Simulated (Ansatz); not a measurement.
## NaLiMnO2: relaxing a made-up structure

Starting from a made-up structure for NaLiMnO2, the aim is the relaxed cell, its shortest contacts and, where a second run follows, its electronic structure.

Method: DFT, PBEsol, plane-wave PAW, files of the set soft_1, scalar-relativistic, ferromagnetic start, cell and ions relaxed at zero pressure; PAW set soft_1, in the first sound run; inputs show where later runs differ, in Ansatz 0.2.0.

## 1. The starting structure

The structure is trigonal, space group P3m1 (No. 156). The conventional cell has a = 3.177 Å, b = 3.177 Å, c = 5.801 Å, α = 90.00°, β = 90.00°, γ = 120.00°. Nearest to Mn lie 4 O at 1.90 to 2.08 Å. Nearest to Na lie 6 O at 2.38 to 2.50 Å. Nearest to O lie 3 Li at 1.90 Å and 1 Mn at 2.08 Å and 3 Na at 2.38 Å. O has 3 Mn at 1.90 Å and 1 Li at 2.07 Å and 3 Na at 2.50 Å nearest. Li has 4 O at 1.90 to 2.07 Å nearest. Farther neighbours and most contacts between anions are not listed.

Structure file:

```cif
data_structure
_symmetry_space_group_name_H-M 'P 1'
_symmetry_Int_Tables_number 1
_cell_length_a 3.1770
_cell_length_b 3.1770
_cell_length_c 5.8010
_cell_angle_alpha 90.000
_cell_angle_beta 90.000
_cell_angle_gamma 120.000
_cell_volume 50.71
loop_
_atom_site_label
_atom_site_type_symbol
_atom_site_fract_x
_atom_site_fract_y
_atom_site_fract_z
_atom_site_occupancy
Mn1 Mn 0.00000 0.00000 0.36740 1
Na2 Na 0.33333 0.66667 0.98820 1
O3 O 0.00000 0.00000 0.72660 1
O4 O 0.66667 0.33333 0.28160 1
Li5 Li 0.66667 0.33333 0.63800 1
```

## 2. Relaxing cell and atoms

The guess takes its coordinates from another compound and its volume from a rule, so the cell and any free coordinates are relaxed together.

File input.yaml:

```yaml
crystal:
  lattice:
    - [3.177, 0.0, 0.0]
    - [-1.5885, 2.751362708, 0.0]
    - [0.0, 0.0, 5.801]
  atoms:
    - { symbol: Mn, position: [0.0, 0.0, 0.3674], spin: 4.0 }
    - { symbol: Na, position: [0.333333333, 0.666666667, 0.9882] }
    - { symbol: O, position: [0.0, 0.0, 0.7266] }
    - { symbol: O, position: [0.666666667, 0.333333333, 0.2816] }
    - { symbol: Li, position: [0.666666667, 0.333333333, 0.638] }
magnetization:
  spin_polarized: true
kpoints:
  mp_grid: { grid: [10, 10, 5] }
scf:
  occupations: { method: fermi_dirac, width: 0.05 }
hamiltonian:
  xc: pbesol
  pseudopotentials: { kind: paw, azcp: { folder: soft_1 }, xc_functional: pbe }
relax:
  f_tol: 0.015
  max_steps: 70
  cell: {}
output:
  forces: true
  stress: true
```

On the command line:

```console
ansatz run input.yaml --threads 4 --pin off --max-ram 8192MiB --backend cpu --events-out ev --progress --plain --runs-dir out
```

Numbers of over 12 decimals in the logs are rounded to 6 here.

Log:

```text
Engine: ansatz 0.2.0, aarch64-unknown-linux-gnu
Pseudopotentials: kind: paw
Pseudopotential: Mn, paw, valence charge 15, recommended cutoff 420 eV (normal), soft_1/Mn.paw.azcp
Pseudopotential: Na, paw, valence charge 9, recommended cutoff 420 eV (normal), soft_1/Na.paw.azcp
Pseudopotential: O, paw, valence charge 6, recommended cutoff 420 eV (normal), soft_1/O.paw.azcp
Pseudopotential: Li, paw, valence charge 3, recommended cutoff 420 eV (normal), soft_1/Li.paw.azcp
Functional definition: PBEsol
  exchange = pbesol_x
  correlation = pbesol_c
Crystal: 5 atoms, lattice volume = 50.707 Å³
Basis set: ecut = 420 eV, 991 PW (Γ), exchange–correlation on 48×48×80 points (8 copies of the dense FFT grid, shifted against one another)
Bands: 27, of which v1, the nominal top of the filled ones, is band 20 counted from 1 (19 counted from 0)
Symmetry: 6 space group operations
Space group: P3m1 (ITA 156), of the structure as read, at distance tolerance 3.7e-5 Å
Magnetic group: BNS 156.49 (UNI 1279), of the structure as read, at distance tolerance 3.7e-5 Å
k-points: 58 of 500 (time reversal used)
Non-local potential: Mn, projectors of the file, l = 0: 3, l = 1: 2, l = 2: 3, l = 3: 1
Non-local potential: Na, projectors of the file, l = 0: 3, l = 1: 2, l = 2: 1
Non-local potential: O, projectors of the file, l = 0: 2, l = 1: 2, l = 2: 1
Non-local potential: Li, projectors of the file, l = 0: 3, l = 1: 2, l = 2: 1
PAW form: soft (Blöchl's): semilocal exchange-correlation on the pseudo side does not see the compensation charge
PAW frozen core: Mn, regenerated for the run's functional, and the local potential with it (the file was generated under x = pbe(κ = 0.804, μ = 0.219515), c = pbe(β = 0.066725))
PAW frozen core: Na, regenerated for the run's functional, and the local potential with it (the file was generated under x = pbe(κ = 0.804, μ = 0.219515), c = pbe(β = 0.066725))
PAW frozen core: O, regenerated for the run's functional, and the local potential with it (the file was generated under x = pbe(κ = 0.804, μ = 0.219515), c = pbe(β = 0.066725))
PAW one-centre angular grid: Mn, 590 points (default); XC on 64 Gauss nodes
PAW one-centre angular grid: Na, 110 points (default); XC on 64 Gauss nodes
PAW one-centre angular grid: O, 110 points (default); XC on 64 Gauss nodes
PAW one-centre angular grid: Li, 110 points (default); XC on 64 Gauss nodes
Initial density: superposition of atomic densities (chi_scale 0.1, normalization cell, long waves kept (reshape's long-wave potential 0.17 eV rms))
Starting moments: Σ|m| = 4 μB on 1 of 5 sites
Initial wavefunctions: pseudopotential atomic-orbital guess
Functional: x = pbesol(κ = 0.804, μ = 0.123457), c = pbesol(β = 0.046)
SCF iter   1: F=—  HF=-6670.782821 eV  |F-HF|=—  |Δ(HF+E_count)|=         —  Δρ=8.99e-2 (↑8.99e-2 ↓6.39e-2)  dr2=8.21e0  dr2_m=3.70e-1  M=4.480 μB ∫|m|=4.481 μB  β_m=0.30  ethr=3.10e-3  ⟨swp⟩=5.7  Hψ=12117  notcnv=0
Mixer restart at iter 1: flushing history
preconditioner: auto → Kerker (q_TF=auto, 2.612 Å⁻¹)  [metal: Δε(μ)=0.004 eV  Ē_g=16.262 eV  σ=0.050 eV  W_gap=0.02  n_scr=22 (ndim 8)  ℏωp=27.1 eV  f_vac=0.000  D(μ)=1.76/eV (n_scr^D=10)]
spin=Collinear: Kerker preconditioning applied to the charge; magnetization (m = ρ↑ − ρ↓) channel mixes plain (no charge-response kernel on spin).
SCF iter   2: F=—  HF=-6670.646517 eV  |F-HF|=—  |Δ(HF+E_count)|=   1.36e-1  Δρ=4.33e-2 (↑4.33e-2 ↓3.14e-2)  dr2=2.09e0  dr2_m=1.18e-1  M=4.483 μB ∫|m|=4.484 μB  β_m=0.42  ethr=3.10e-3  ⟨swp⟩=2.2  Hψ=6808  notcnv=0  defer=177
SCF iter   3: F=—  HF=-6670.773466 eV  |F-HF|=—  |Δ(HF+E_count)|=   1.27e-1  Δρ=1.46e-2 (↑1.46e-2 ↓1.26e-2)  dr2=3.98e-1  dr2_m=1.45e-2  M=4.502 μB ∫|m|=4.505 μB  β_m=0.63  ethr=3.10e-3  ⟨swp⟩=2.3  Hψ=5795  notcnv=0  defer=174
SCF iter   4: F=—  HF=-6670.732911 eV  |F-HF|=—  |Δ(HF+E_count)|=   4.06e-2  Δρ=6.93e-3 (↑6.93e-3 ↓3.82e-3)  dr2=5.07e-2  dr2_m=3.26e-3  M=4.519 μB ∫|m|=4.526 μB  β_m=0.82  ethr=1.02e-3  ⟨swp⟩=2.4  Hψ=5461  notcnv=0  defer=171
SCF iter   5: F=—  HF=-6670.743462 eV  |F-HF|=—  |Δ(HF+E_count)|=         —  Δρ=2.10e-3 (↑1.65e-3 ↓2.10e-3)  dr2=1.48e-2  dr2_m=2.44e-4  M=4.533 μB ∫|m|=4.541 μB  β_m=0.82  ethr=1.30e-4  ⟨swp⟩=2.6  Hψ=5651  notcnv=0  defer=171
Mixer restart at iter 5: flushing history
SCF iter   6: F=—  HF=-6670.742319 eV  |F-HF|=—  |Δ(HF+E_count)|=   1.14e-3  Δρ=1.10e-3 (↑1.10e-3 ↓1.08e-3)  dr2=7.46e-3  dr2_m=1.77e-5  M=4.533 μB ∫|m|=4.541 μB  β_m=0.91  ethr=3.80e-5  ⟨swp⟩=2.9  Hψ=4990  notcnv=0  defer=171
SCF iter   7: F=—  HF=-6670.741876 eV  |F-HF|=—  |Δ(HF+E_count)|=   4.44e-4  Δρ=1.84e-3 (↑1.84e-3 ↓6.22e-4)  dr2=3.18e-3  dr2_m=3.85e-4  M=4.549 μB ∫|m|=4.557 μB  β_m=0.81  ethr=1.91e-5  ⟨swp⟩=2.7  Hψ=5388  notcnv=0  defer=171
SCF iter   8: F=—  HF=-6670.741183 eV  |F-HF|=—  |Δ(HF+E_count)|=   6.92e-4  Δρ=5.50e-4 (↑5.50e-4 ↓3.73e-4)  dr2=6.85e-4  dr2_m=6.27e-5  M=4.544 μB ∫|m|=4.551 μB  β_m=0.79  ethr=8.15e-6  ⟨swp⟩=2.0  Hψ=5667  notcnv=0  defer=171
SCF iter   9: F=—  HF=-6670.740958 eV  |F-HF|=—  |Δ(HF+E_count)|=   2.25e-4  Δρ=2.13e-4 (↑1.52e-4 ↓2.13e-4)  dr2=1.47e-4  dr2_m=3.26e-6  M=4.547 μB ∫|m|=4.555 μB  β_m=0.90  ethr=1.76e-6  ⟨swp⟩=2.2  Hψ=4612  notcnv=0  defer=171
SCF iter  10: F=—  HF=-6670.740926 eV  |F-HF|=—  |Δ(HF+E_count)|=   3.19e-5  Δρ=1.84e-4 (↑1.84e-4 ↓9.05e-5)  dr2=3.16e-5  dr2_m=1.83e-6  M=4.548 μB ∫|m|=4.555 μB  β_m=0.95  ethr=3.76e-7  ⟨swp⟩=2.5  Hψ=4870  notcnv=0  defer=171
SCF iter  11: F=—  HF=-6670.740915 eV  |F-HF|=—  |Δ(HF+E_count)|=   1.09e-5  Δρ=5.10e-5 (↑5.10e-5 ↓4.49e-5)  dr2=3.08e-6  dr2_m=4.57e-7  M=4.549 μB ∫|m|=4.557 μB  β_m=0.97  ethr=8.11e-8  ⟨swp⟩=2.4  Hψ=5206  notcnv=0  defer=171
SCF iter  12: F=—  HF=-6670.740916 eV  |F-HF|=—  |Δ(HF+E_count)|=   7.37e-7  Δρ=3.40e-5 (↑3.40e-5 ↓2.17e-5)  dr2=8.65e-7  dr2_m=6.54e-8  M=4.549 μB ∫|m|=4.557 μB  β_m=0.90  ethr=7.91e-9  ⟨swp⟩=2.0  Hψ=5199  notcnv=0  defer=171
SCF iter  13: F=—  HF=-6670.740916 eV  |F-HF|=—  |Δ(HF+E_count)|=   4.58e-8  Δρ=5.49e-6 (↑5.49e-6 ↓3.77e-6)  dr2=6.03e-8  dr2_m=4.84e-9  M=4.549 μB ∫|m|=4.557 μB  β_m=0.95  ethr=2.22e-9  ⟨swp⟩=2.0  Hψ=5279  notcnv=0  defer=171
SCF iter  14: F=-6670.740916 eV  HF=-6670.740916 eV  |F-HF|=1.49e-8  |Δ(HF+E_count)|=   5.88e-9  Δρ=3.36e-6 (↑3.36e-6 ↓1.83e-6)  dr2=2.35e-8  dr2_m=7.82e-10  M=4.549 μB ∫|m|=4.557 μB  ethr=1.55e-10  ⟨swp⟩=2.0  Hψ=8971  notcnv=0
SCF 1 converged in 14 iterations: F = -6670.740916 eV  dr2 = 2.35e-8
  greatest PAW one-centre occupation: 1.001 electrons in one spin orbital (limit 2), on the Mn atom at site 0 (counted from 0), in its partial waves of l = 1
[...]
relax step   7: F+E_penalty+E_count = -6671.35845121 eV  Δ(F+E_penalty+E_count) = -1.142e-2 eV  max|allowed force component| = 7.726e-2 eV/Å  Δτ_max = 0.0601 Å  P = +0.004 GPa  Ω = 56.466 Å³  energy of the carried Pulay correction = -1.457e-2 eV  (12 SCF iters, accepted)
relax step   8: F+E_penalty+E_count = -6671.36023591 eV  Δ(F+E_penalty+E_count) = -1.785e-3 eV  max|allowed force component| = 1.107e-2 eV/Å  Δτ_max = 0.0249 Å  P = -0.041 GPa  Ω = 56.284 Å³  energy of the carried Pulay correction = -1.414e-2 eV  (7 SCF iters, dr2 threshold 3.73e-7 eV, accepted)
relax step   9: F+E_penalty+E_count = -6671.36022678 eV  Δ(F+E_penalty+E_count) = +9.131e-6 eV  max|allowed force component| = 5.747e-3 eV/Å  Δτ_max = 0.0013 Å  P = -0.060 GPa  Ω = 56.290 Å³  energy of the carried Pulay correction = -1.415e-2 eV  (6 SCF iters, dr2 threshold 1.10e-8 eV, accepted)
relax step  10: F+E_penalty+E_count = -6671.36040779 eV  Δ(F+E_penalty+E_count) = -1.810e-4 eV  max|allowed force component| = 1.127e-2 eV/Å  Δτ_max = 0.0020 Å  P = +0.078 GPa  Ω = 56.214 Å³  energy of the carried Pulay correction = -1.397e-2 eV  (6 SCF iters, dr2 threshold 1.24e-8 eV, rejected (line search))
relax step  11: F+E_penalty+E_count = -6671.36031587 eV  Δ(F+E_penalty+E_count) = -8.908e-5 eV  max|allowed force component| = 6.660e-4 eV/Å  Δτ_max = 0.0011 Å  P = -0.006 GPa  Ω = 56.258 Å³  energy of the carried Pulay correction = -1.407e-2 eV  (9 SCF iters, accepted)
relax step  12: F+E_penalty+E_count = -6671.38421320 eV  Δ(F+E_penalty+E_count) = -2.390e-2 eV  max|allowed force component| = 5.899e-3 eV/Å  Δτ_max = 0.0000 Å  P = +0.590 GPa  Ω = 56.258 Å³  stress off target by 6.55e-1 GPa  SCF on the basis re-selected at this cell (its energy is not comparable with the rows above)  (10 SCF iters)
relax step  13: F+E_penalty+E_count = -6671.38421526 eV  Δ(F+E_penalty+E_count) = -2.058e-6 eV  max|allowed force component| = 8.934e-3 eV/Å  Δτ_max = 0.0109 Å  P = +0.065 GPa  Ω = 56.674 Å³  energy of the carried Pulay correction = -9.482e-4 eV  (5 SCF iters, dr2 threshold 5.00e-7 eV, accepted)
relax step  14: F+E_penalty+E_count = -6671.38411100 eV  Δ(F+E_penalty+E_count) = +1.043e-4 eV  max|allowed force component| = 1.649e-3 eV/Å  Δτ_max = 0.0016 Å  P = -0.003 GPa  Ω = 56.727 Å³  energy of the carried Pulay correction = -1.071e-3 eV  (5 SCF iters, dr2 threshold 1.94e-8 eV, accepted)
iter 1 solved again at ethr=2.60e-8 eV; its pass at ethr=3.10e-3 eV (dr2=1.01e-5 eV) is discarded
SCF iter   1: F=—  HF=-6671.385159 eV  |F-HF|=—  |Δ(HF+E_count)|=         —  Δρ=6.54e-5 (↑6.54e-5 ↓6.16e-5)  dr2=8.36e-7  dr2_m=2.14e-8  M=5.000 μB ∫|m|=5.006 μB  β_m=0.65  ethr=2.60e-8  ⟨swp⟩=4.2  Hψ=21644  notcnv=0
spin=Collinear: Resta preconditioning applied to the charge; magnetization (m = ρ↑ − ρ↓) channel mixes plain (no charge-response kernel on spin).
SCF iter   2: F=—  HF=-6671.385196 eV  |F-HF|=—  |Δ(HF+E_count)|=   3.76e-5  Δρ=2.52e-5 (↑2.52e-5 ↓2.38e-5)  dr2=3.13e-7  dr2_m=1.94e-9  M=5.000 μB ∫|m|=5.006 μB  β_m=0.42  ethr=2.14e-9  ⟨swp⟩=2.0  Hψ=4351  notcnv=0
SCF iter   3: F=—  HF=-6671.385199 eV  |F-HF|=—  |Δ(HF+E_count)|=   2.14e-6  Δρ=1.90e-5 (↑1.90e-5 ↓1.79e-5)  dr2=7.52e-8  dr2_m=1.44e-9  M=5.000 μB ∫|m|=5.006 μB  β_m=0.71  ethr=8.03e-10  ⟨swp⟩=2.0  Hψ=3982  notcnv=0
SCF iter   4: F=—  HF=-6671.385203 eV  |F-HF|=—  |Δ(HF+E_count)|=   4.27e-6  Δρ=1.54e-6 (↑1.54e-6 ↓1.44e-6)  dr2=4.20e-9  dr2_m=7.73e-11  M=5.000 μB ∫|m|=5.006 μB  β_m=0.86  ethr=1.93e-10  ⟨swp⟩=2.0  Hψ=4351  notcnv=0
SCF iter   5: F=—  HF=-6671.385203 eV  |F-HF|=—  |Δ(HF+E_count)|=   3.70e-8  Δρ=1.26e-6 (↑1.26e-6 ↓6.22e-7)  dr2=1.53e-9  dr2_m=6.88e-11  M=5.000 μB ∫|m|=5.006 μB  β_m=0.74  ethr=1.08e-11  ⟨swp⟩=2.0  Hψ=5115  notcnv=0
SCF iter   6: F=—  HF=-6671.385203 eV  |F-HF|=—  |Δ(HF+E_count)|=  1.94e-10  Δρ=3.52e-7 (↑3.52e-7 ↓2.99e-7)  dr2=7.41e-11  dr2_m=3.46e-11  M=5.000 μB ∫|m|=5.006 μB  β_m=0.87  ethr=3.92e-12  ⟨swp⟩=2.0  Hψ=5289  notcnv=0
SCF iter   7: F=—  HF=-6671.385203 eV  |F-HF|=—  |Δ(HF+E_count)|=  1.87e-10  Δρ=1.39e-7 (↑1.39e-7 ↓1.21e-7)  dr2=2.10e-11  dr2_m=7.00e-13  M=5.000 μB ∫|m|=5.006 μB  β_m=0.79  ethr=1.00e-12  ⟨swp⟩=2.3  Hψ=3767  notcnv=0
SCF iter   8: F=-6671.385203 eV  HF=-6671.385203 eV  |F-HF|=1.82e-12  |Δ(HF+E_count)|=  3.64e-12  Δρ=5.00e-8 (↑5.00e-8 ↓4.02e-8)  dr2=2.71e-12  dr2_m=6.12e-14  M=5.000 μB ∫|m|=5.006 μB  ethr=1.00e-12  ⟨swp⟩=2.2  Hψ=9042  notcnv=0
SCF 15 converged in 8 iterations: F = -6671.385203 eV  dr2 = 2.71e-12
relax step  15: F+E_penalty+E_count = -6671.38520281 eV  Δ(F+E_penalty+E_count) = -1.092e-3 eV  max|allowed force component| = 1.683e-3 eV/Å  Δτ_max = 0.0000 Å  P = +0.006 GPa  Ω = 56.727 Å³  stress off target by 1.38e-2 GPa  SCF on the basis re-selected at this cell (its energy is not comparable with the rows above)  (8 SCF iters)
basis re-selected at this cell: Δ(F+E_penalty+E_count) = -1.092e-3 eV, ΔP = +0.009 GPa vs the last step (what re-selecting the basis moved, of the pressure what is left beyond the Pulay correction that the steps carried, after the strain that the cell walked since its last selection, with what the two solves' SCF thresholds leave and, on support functions, any second-order correction that the steps lacked; it is no m [...]
SCF converged after 8 iterations
Magnetization: 5.0000 μB (22.0000 up, 17.0000 down)
Absolute magnetization: 5.0056 μB (∫|ρ↑−ρ↓|, with the PAW one-centre terms)
Spin contamination: 0.0080 ħ² per cell (⟨S²⟩ above its minimum at these occupations)
Per-site moments (μB) at R_I (Å): [(3.748182, 0.817414), (0.010859, 1.025131), (0.098490, 0.796527), (0.210608, 0.853934), (0.00456621, 0.796527)]
Free energy (F): -6671.385203 eV
Harris-Foulkes:  -6671.385203 eV  (|F-HF|=1.82e-12)
Internal energy: -6671.384663 eV  (E = F + TS)
E sigma→0 (E₀):  -6671.384933 eV
Entropy (-TS):   -0.000540 eV (-0.108 meV/atom)
Fermi energy:    8.220348 eV
--- Per-component energies (eV) ---
  E_band       = -597.716962
  E_kinetic    = 781.013548
  E_local      = -4764.748222  (includes V_loc(G=0)·N_el)
  E_nonlocal   = 834.509609
  E_hartree    = 1742.376505
  E_xc         = -294.060425
  E_vxc        = -377.897069  (∫ρ·V_xc dr)
  E_paw        = -1921.967168  (= ΣΔE_a)
  E_vpaw       = -555.349577  (= ΣTr[D̂ρ^β])
  E_aug_tail   = 0.001820  (compensation charges beyond the density's cutoff)
  E_ewald      = -3048.805249
  E_core_change = 0.294920  (= ΣΔE_core)
  E_smearing   = -0.000540  (= −TS)
  E_closure    = 0.000000  (closes the sum)
  Σ components = -6671.385203   (vs F -6671.385203, Δ=0.00e0)
--- Forces (eV/Å), atoms counted from 1 ---
  atom   1  Mn     0.00000000    -0.00000000     0.00075614
  atom   2  Na     0.00000000    -0.00000000     0.00116115
  atom   3  O     -0.00000000     0.00000000    -0.00168264
  atom   4  O      0.00000000    -0.00000000     0.00068972
  atom   5  Li    -0.00000000     0.00000000    -0.00092402
  max |Σ_I F_I| component: 3.53e-7 eV/Å
--- Stress (GPa, compression-positive) ---
        0.013765      -0.000000       0.000000
       -0.000000       0.013765       0.000000
        0.000000       0.000000      -0.009983
  P = ⅓ Tr σ = 0.0058 GPa (0.058 kbar)
--- Relaxed structure (13 steps of the walk, 11 accepted, 2 SCFs on fresh bases) ---
  F+E_penalty+E_count = -6671.38520281 eV   max|allowed force component| = 1.683e-3 eV/Å   (the final SCF, on the basis selected at the relaxed cell)
  cell:  # Å, volume = 56.7268 Å³
    - [3.324341, 0, 2.7745876054383638e-17]
    - [-1.662171, 2.878964, -1.387293802719182e-17]
    - [5.06622055355074e-17, 0, 5.927153]
  atoms:
    - { symbol: Mn, position: [-4.4942709424901e-18, 7.401486829111086e-18, 0.379820] }
    - { symbol: Na, position: [0.333333, 0.666667, 0.980498] }
    - { symbol: O, position: [-1.031650134854187e-17, 7.401486829111084e-18, 0.714147] }
    - { symbol: O, position: [0.666667, 0.333333, 0.248943] }
    - { symbol: Li, position: [0.666667, 0.333333, 0.678392] }
```

Wall time 53 s (4 threads of Arm Neoverse V2, shared host); peak memory 0.49 GiB.

The steps of the relaxation:

```csv
step,energy less that of the first step (eV),largest force component (eV/Å),pressure (GPa),volume (Å³)
1,0.0000,1.3100,13.67,50.71
2,-0.3965,0.8057,8.86,53.15
3,-0.5674,0.2741,0.19,57.23
4,-0.5756,0.2142,-0.13,57.29
5,-0.6061,0.1575,-0.19,56.95
6,-0.6009,0.4312,-0.14,55.70
7,-0.6175,0.0773,0.00,56.47
8,-0.6193,0.0111,-0.04,56.28
9,-0.6193,0.0057,-0.06,56.29
10,-0.6195,0.0113,0.08,56.21
11,-0.6194,0.0007,-0.01,56.26
12*,-0.6433,0.0059,0.59,56.26
13,-0.6433,0.0089,0.07,56.67
14,-0.6432,0.0016,0.00,56.73
15*,-0.6443,0.0017,0.01,56.73
```

Relaxation steps marked * repeat the geometry before them on a plane-wave basis chosen anew for their cell, so energy and pressure can jump there. Relaxation steps 6, 10 were tried and not accepted.

The run keeps the 6 symmetry operations that it works with, so distortions that break them were not tested.

```csv
"conventional cell, symmetrised",before,after,change
a (Å),3.177,3.324,+4.6 %
b (Å),3.177,3.324,+4.6 %
c (Å),5.801,5.927,+2.2 %
volume (Å³/atom),10.14,11.35,+11.9 %
```

The atoms that moved most (Å, as changes of fractional coordinates times the final cell):

```csv
atom,dx,dy,dz,length
Li5,0.000,0.000,0.239,0.239
O4,0.000,0.000,-0.194,0.194
O3,0.000,0.000,-0.074,0.074
Mn1,0.000,0.000,0.074,0.074
Na2,0.000,0.000,-0.046,0.046
```

Final coordinates:

```xyz
5
Lattice="3.3243 0.0000 0.0000 -1.6622 2.8790 0.0000 0.0000 0.0000 5.9272" Properties=species:S:1:pos:R:3 pbc="T T T"
Mn    0.0000    0.0000    2.2512
Na    0.0000    1.9193    5.8116
O     0.0000    0.0000    4.2329
O     1.6622    0.9597    1.4755
Li    1.6622    0.9597    4.0209
```

Numbers from this step:

```
free energy             : -6671.3852 eV
energy at zero smearing : -6671.3849 eV
smearing term TS        : 5.40e-4 eV
Fermi energy            : 8.220 eV
gap by band count       : 4.44e-14 eV
magnetization           : 5.000 μB
absolute magnetization  : 5.006 μB
site moments            : 3.748, 0.01086, 0.09849, 0.2106, 0.004566 μB
electrons               : 39
symmetry operations     : 6
pressure                : 0.005849 GPa
```

Site moment by atom:

```csv
atom,site moment (μB)
Mn1,3.75
Na2,0.01
O3,0.10
O4,0.21
Li5,0.00
```

The shortest distance of each pair, which need not be the same contact before and after:

```csv
pair,guess (Å),relaxed (Å)
Li–O,1.905,1.931
Mn–O,1.901,1.982
Na–O,2.381,2.485
Li–Mn,2.414,2.611
Li–Na,2.737,2.625
```

The relaxation ends with a largest force component of 0.0017 eV/Å and a pressure of 0.01 GPa.

[end of part 1 of 2]

[Logs are printed without paths, hosts, clocks, repeated set-up lines and the standing remarks that a program may print on its own settings, such as how far it seeks lower states.]

[Hosts, paths, dates, database ids (printed as entryN), source tags and the programs' standing remarks are cut or masked in the printed files.]
